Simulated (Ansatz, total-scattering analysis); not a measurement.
## hydrogen peroxide: neutron diffraction with isotope substitution

Two samples of hydrogen peroxide (22 H2O2; O 50.0, H 50.0 atom %; 310 K, fixed volume (mean pressure 1.1 GPa); ρ₀ = 0.1020 Å⁻³) differ only in the isotope of H: D (b = 6.6681 fm) and H (b = -3.7395 fm). Other lengths: O 5.8037 fm. The data are simulated by ab initio molecular dynamics with Ansatz (PBE, plane waves, PAW default files, Langevin thermostat, no spin, fixed volume, H with the mass of D). The average runs over 0.85 ps of 88 atoms, so shells between rare elements are rough. Mean temperature 320 K, largest m.s.d. 0.84 Å², energy drift +1 meV an atom (last third less first, no steady trend), Langevin friction 10 ps⁻¹; the first quarter of the run is discarded. Start: last frame of a classical run of this cell at the same density and temperature. So short a stretch relaxes bonds and nearest shells but still remembers its start. It is a liquid as far as so short a run tells. The partials come from the cell's reciprocal vectors below 4 Å⁻¹ and from g(r) above; absorption, incoherent and inelastic scattering are left out. F(Q) = Σ ci cj bi bj (Sij − 1), in barn per steradian and atom:

```tsv
Q (Å⁻¹)	2H	1H	difference
0.9	-0.340	-0.234	-0.105
1.2	-0.272	-0.227	-0.045
1.5	-0.157	-0.210	0.052
1.8	0.141	-0.126	0.267
2.1	0.267	-0.040	0.307
2.4	0.059	0.050	0.009
2.7	-0.008	0.058	-0.067
3.0	-0.066	-0.011	-0.055
3.3	-0.043	-0.025	-0.019
3.6	-0.041	-0.050	0.008
3.9	-0.031	-0.029	-0.002
4.2	-0.031	0.000	-0.031
4.5	-0.040	0.031	-0.071
4.8	-0.052	0.055	-0.106
5.1	-0.060	0.069	-0.129
5.4	-0.064	0.073	-0.137
5.7	-0.059	0.063	-0.123
6.0	-0.039	0.042	-0.081
6.3	-0.009	0.015	-0.025
6.6	0.013	-0.011	0.024
6.9	0.026	-0.035	0.061
7.2	0.041	-0.050	0.091
7.5	0.056	-0.056	0.111
7.8	0.060	-0.053	0.112
8.1	0.049	-0.042	0.092
8.4	0.034	-0.026	0.059
8.7	0.020	-0.006	0.026
9.0	0.009	0.010	0.000
9.3	-0.001	0.018	-0.019
9.6	-0.008	0.021	-0.029
9.9	-0.009	0.021	-0.030
10.2	-0.010	0.016	-0.026
10.5	-0.014	0.011	-0.024
10.8	-0.022	0.008	-0.030
```

The first difference in real space, ΔG(r), in barn (from the pair functions, so without the broadening of a finite Q range):

```
r (Å)  first difference G(r)
 0.50                 -0.377
 0.58                 -0.377
 0.66                 -0.377
 0.74                 -0.377
 0.82                 -0.377
 0.90                 -0.324
 0.98                  5.043
 1.06                  0.464
 1.14                 -0.375
 1.22                 -0.377
 1.30                 -0.377
 1.38                 -0.370
 1.46                 -0.344
 1.54                 -0.295
 1.62                 -0.199
 1.70                 -0.133
 1.78                 -0.030
 1.86                  0.385
 1.94                  0.572
 2.02                  0.023
 2.10                 -0.198
 2.18                 -0.193
 2.26                 -0.136
 2.34                 -0.104
 2.42                 -0.114
 2.50                 -0.103
 2.58                 -0.099
 2.66                 -0.117
 2.74                 -0.099
 2.82                 -0.084
 2.90                 -0.057
 2.98                 -0.045
 3.06                 -0.026
 3.14                 -0.008
 3.22                  0.026
 3.30                  0.026
 3.38                  0.035
 3.46                  0.054
 3.54                  0.044
```

**Question.** Which pairs survive in the difference, and what is the first shell of H?

Pairs without H cancel. ΔG(r) = Σ W [g(r) − 1] with W = 2 c(H) c(j) b(j) Δb, and c(H)² (b₁² − b₂²) for H–H: H–O 0.3020, H–H 0.0762 barn. At small r, ΔG → −ΣW = -0.378; in this finite cell the H–H term carries (N − 1)/N with N = 44 atoms of H, which gives -0.377.

The first feature, at 0.99 Å, is H–O. n = 4πρ₀ c(O)/W ∫ r² [ΔG − ΔG(0)] dr up to 1.26 Å gives 1.0 O around each H; the coordinates give 1.00 up to 1.26 Å.

Shells of H from the coordinates: O–H at 0.99 Å, 1.0 neighbours to 1.26 Å; H–H at 2.41 Å, 4.0 neighbours to 2.85 Å, a soft count (first peaks with a usable minimum only). Counts average over all H, whatever molecule they sit on, and second peaks of a pair (H two bonds away, hydrogen bonds) add features between 1.5 and 2.5 Å that aren't listed. The structure is taken to be the same for both isotopes, which holds least well for H and D.

[Logs are printed without paths, hosts, clocks, repeated set-up lines and the standing remarks that a program may print on its own settings, such as how far it seeks lower states.]
